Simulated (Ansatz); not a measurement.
## TiO2 (Anatase): bands and screening cutoff converge together

Wanted: the G0W0 gap of TiO2 (Anatase) over a grid of bands and cutoffs.

Method: G0W0 on PBE, plane waves, PAW, in Ansatz 0.2.0.

Most raw output is cut from this account.

### Step 1. The starting structure

It takes space group I4_1/amd (No. 141, tetragonal). Conventional cell: a = 3.784 Å, b = 3.784 Å, c = 9.515 Å, α = 90.00°, β = 90.00°, γ = 90.00°. Ti has 6 O at 1.93 to 1.98 Å nearest. O has 3 Ti at 1.93 to 1.98 Å nearest. Farther neighbours and most contacts between anions are not listed.

As a file:

```cif
data_structure
_symmetry_space_group_name_H-M 'P 1'
_symmetry_Int_Tables_number 1
_cell_length_a 5.4582
_cell_length_b 5.4582
_cell_length_c 5.4582
_cell_angle_alpha 139.435
_cell_angle_beta 139.435
_cell_angle_gamma 58.713
_cell_volume 68.13
loop_
_atom_site_label
_atom_site_type_symbol
_atom_site_fract_x
_atom_site_fract_y
_atom_site_fract_z
_atom_site_occupancy
Ti1 Ti 0.00000 0.00000 0.00000 1
Ti2 Ti 0.75000 0.25000 0.50000 1
O3 O 0.20810 0.20810 0.00000 1
O4 O 0.95810 0.45810 0.50000 1
O5 O 0.54190 0.04190 0.50000 1
O6 O 0.79190 0.79190 0.00000 1
```

The cell and positions come from the Crystallography Open Database and are kept as given unless a step says otherwise. The default PAW set here is soft_2. Its files were made with PBE.

### Step 2. 54 empty bands, screening to 50 eV

Now the one-shot GW correction: screening in the RPA, then the self-energy of the levels asked for.

Input file input.yaml:

```yaml
crystal:
  lattice:
    - [-1.8921, 1.8921, 4.7573]
    - [1.8921, -1.8921, 4.7573]
    - [1.8921, 1.8921, -4.7573]
  atoms:
    - { symbol: Ti, position: [0.0, 0.0, 0.0] }
    - { symbol: Ti, position: [0.75, 0.25, 0.5] }
    - { symbol: O, position: [0.2081, 0.2081, 0.0] }
    - { symbol: O, position: [0.9581, 0.4581, 0.5] }
    - { symbol: O, position: [0.5419, 0.0419, 0.5] }
    - { symbol: O, position: [0.7919, 0.7919, 0.0] }
kpoints:
  mp_grid: { grid: [6, 6, 6] }
hamiltonian:
  xc: pbe
scf:
  occupations: { method: fixed }
gw:
  n_empty_bands: 54
  ecut_chi: 50
  qp_bands: [v2, c2]
  qp_kpoints: band_edges
  screening: { model: contour_deformation }
```

Run with:

```
> ansatz run input.yaml --threads 2 --pin off --max-ram 92160MiB --backend cuda --events-out ev --progress --plain --runs-dir out --devices 1 --max-vram 13GiB  # rebuilt from the run's record
```

Wall time 14 s (1 × NVIDIA H100 80GB HBM3 (shared by 6 runs) with 2 threads of AMD EPYC 7R13 (Zen 3), shared host); peak memory 1.1 GiB.

Numbers from this step:

* bands summed: 78
* RPA ε∞ on this mesh (eigenvalues): 6.144, 6.692, 6.692
* plane waves in the screening matrix: 53
* q-points in the mesh: 216
* G0W0 gap on the mesh: 3.871 eV
* k of the valence top: 0, 0, -0.5
* k of the conduction bottom: 0, 0, 0
* starting gap on the mesh: 2.167 eV
* Z at the valence top: 0.7214
* Z at the conduction bottom: 0.7391
* least direct G0W0 gap on the computed points: 4.181 eV

The gap on the mesh goes from 2.17 eV to 3.87 eV, a correction of +1.70 eV. Between the two edge states, bare exchange in place of the xc potential would open the gap by 12.59 eV, and correlation takes back 10.88 eV.

### Step 3. 284 empty bands, screening to 50 eV

input.yaml: that of step 2 with these lines changed.

```diff
@@ -19,3 +19,3 @@
 gw:
-  n_empty_bands: 54
+  n_empty_bands: 284
   ecut_chi: 50
```

Elapsed: 37 s, on 1 × NVIDIA H100 80GB HBM3 (shared by 6 runs) with 2 threads; peak memory 1.5 GiB.

Numbers from this step:

- bands summed: 308
- RPA ε∞ on this mesh (eigenvalues): 6.161, 6.711, 6.711
- plane waves in the screening matrix: 53
- G0W0 gap on the mesh: 3.775 eV
- k of the valence top: 0, 0, -0.5
- k of the conduction bottom: 0, 0, 0
- starting gap on the mesh: 2.167 eV
- least direct G0W0 gap on the computed points: 4.100 eV

Against the run with 6×6×6 mesh, 54 empty bands, screening to 50 eV, the gap moves by −0.10 eV.

### Step 4. 154 empty bands, screening to 100 eV

Bands and screening cutoff are moved together, since each hides the error of the other.

input.yaml: that of step 3 with these lines changed.

```diff
@@ -19,4 +19,4 @@
 gw:
-  n_empty_bands: 284
-  ecut_chi: 50
+  n_empty_bands: 154
+  ecut_chi: 100
   qp_bands: [v2, c2]
```

Wall time 40 s (1 × NVIDIA H100 80GB HBM3 (shared by 6 runs) with 2 threads); peak memory 1.3 GiB.

The G0W0 gap on the mesh is 3.618 eV.

### Step 5. 803 empty bands, screening to 100 eV

input.yaml: that of step 4 with these lines changed.

```diff
@@ -19,3 +19,3 @@
 gw:
-  n_empty_bands: 154
+  n_empty_bands: 803
   ecut_chi: 100
```

The job ended after 2.5 min (1 × NVIDIA H100 80GB HBM3 (shared by 6 runs) with 2 threads; peak memory 2.8 GiB; 4.4 min of CPU time).

The G0W0 gap on the mesh is 3.579 eV.

### Step 6. 54 empty bands, screening to 150 eV

input.yaml: that of step 5 with these lines changed.

```diff
@@ -19,4 +19,4 @@
 gw:
-  n_empty_bands: 803
-  ecut_chi: 100
+  n_empty_bands: 54
+  ecut_chi: 150
   qp_bands: [v2, c2]
```

Elapsed: 24 s, on 1 × NVIDIA H100 80GB HBM3 (shared by 6 runs) with 2 threads; peak memory 1.4 GiB.

The G0W0 gap on the mesh is 3.701 eV.

### Step 7. 284 empty bands, screening to 150 eV

input.yaml: that of step 6 with these lines changed.

```diff
@@ -19,3 +19,3 @@
 gw:
-  n_empty_bands: 54
+  n_empty_bands: 284
   ecut_chi: 150
```

Elapsed: 47 s, on 1 × NVIDIA H100 80GB HBM3 (shared by 6 runs) with 2 threads; peak memory 1.8 GiB.

The G0W0 gap on the mesh is 3.621 eV.

### Step 8. 504 empty bands, screening to 220 eV

input.yaml: that of step 7 with these lines changed.

```diff
@@ -19,4 +19,4 @@
 gw:
-  n_empty_bands: 284
-  ecut_chi: 150
+  n_empty_bands: 504
+  ecut_chi: 220
   qp_bands: [v2, c2]
```

It took 2.5 min on 1 × NVIDIA H100 80GB HBM3 (shared by 6 runs) with 2 threads; peak memory 2.9 GiB.

The G0W0 gap on the mesh is 3.665 eV.

### Step 9. 154 empty bands, screening to 300 eV

input.yaml: that of step 8 with these lines changed.

```diff
@@ -19,4 +19,4 @@
 gw:
-  n_empty_bands: 504
-  ecut_chi: 220
+  n_empty_bands: 154
+  ecut_chi: 300
   qp_bands: [v2, c2]
```

The job ended after 43 s (1 × NVIDIA H100 80GB HBM3 (shared by 6 runs) with 2 threads; peak memory 4.2 GiB; 66 s of CPU time).

The G0W0 gap on the mesh is 3.638 eV.

### Step 10. 803 empty bands, screening to 300 eV

input.yaml: that of step 9 with these lines changed.

```diff
@@ -19,3 +19,3 @@
 gw:
-  n_empty_bands: 154
+  n_empty_bands: 803
   ecut_chi: 300
```

Run time: 5 min. Hardware: 1 × NVIDIA H100 80GB HBM3 (shared by 6 runs) with 2 threads; peak memory 5.2 GiB; 8.5 min of CPU time.

The G0W0 gap on the mesh is 3.695 eV.

### Step 11. The grid

Start PBE, 6×6×6 mesh. Times are wall times on 1 × NVIDIA H100 80GB HBM3 (shared by 6 runs) with 2 threads of AMD EPYC 7R13 (Zen 3), shared host, good to a factor of about two.

| cutoff (eV) | plane waves at q = 0 | bands summed | gap (eV) | Σc valence (eV) | Σc conduction (eV) | time |
| --- | --- | --- | --- | --- | --- | --- |
| 50 | 53 | 78 | 3.871 | 4.95 | -5.93 | 14 s |
| 50 | 53 | 308 | 3.775 | 4.72 | -6.26 | 37 s |
| 100 | 155 | 178 | 3.618 | 4.75 | -6.39 | 40 s |
| 100 | 155 | 827 | 3.579 | 4.57 | -6.60 | 2.5 min |
| 150 | 293 | 78 | 3.701 | 5.10 | -5.95 | 24 s |
| 150 | 293 | 308 | 3.621 | 4.55 | -6.58 | 47 s |
| 220 | 527 | 528 | 3.665 | 4.39 | -6.70 | 2.5 min |
| 300 | 809 | 178 | 3.638 | 4.74 | -6.38 | 43 s |
| 300 | 809 | 827 | 3.695 | 4.30 | -6.76 | 5 min |

### Step 12. Outcome

- 78 bands, 50 eV: 3.871 eV
- 308 bands, 50 eV: 3.775 eV
- 178 bands, 100 eV: 3.618 eV
- 827 bands, 100 eV: 3.579 eV
- 78 bands, 150 eV: 3.701 eV
- 308 bands, 150 eV: 3.621 eV
- 528 bands, 220 eV: 3.665 eV
- 178 bands, 300 eV: 3.638 eV
- 827 bands, 300 eV: 3.695 eV
- estimated limit along the diagonal: 3.75 eV
- mesh and start: 6×6×6, PBE

At 50 eV, going from 78 to 308 bands moves the gap by −0.10 eV. At 100 eV, going from 178 to 827 bands moves the gap by −0.04 eV. At 150 eV, going from 78 to 308 bands moves the gap by −0.08 eV. At 300 eV, going from 178 to 827 bands moves the gap by +0.06 eV. At 78 bands, raising the cutoff from 50 to 150 eV moves it by −0.17 eV. At 308 bands, raising the cutoff from 50 to 150 eV moves it by −0.15 eV. At 178 bands, raising the cutoff from 100 to 300 eV moves it by +0.02 eV. At 827 bands, raising the cutoff from 100 to 300 eV moves it by +0.12 eV. Along the diagonal, where both rise together, the two highest rungs point to 3.75 eV. Gaps are over the mesh's points; an edge off the mesh would be missed. A low cutoff hides what high bands add, so a band series at one cutoff can look settled before the gap is.

[Paths, hosts, dates, memory and timing lines, banners, echoed tables and standing remarks are left out of the program output.]

[Logs are printed without paths, hosts, clocks, repeated set-up lines and the standing remarks that a program may print on its own settings, such as how far it seeks lower states.]

[Runs of the session that timed out or met a known fault of the program may be left out.]

[Cells called generated may have been cut or substituted from an entry of the Crystallography Open Database or the Materials Project.]

[Hosts, paths, dates, database ids (printed as entryN), source tags and the programs' standing remarks are cut or masked in the printed files.]
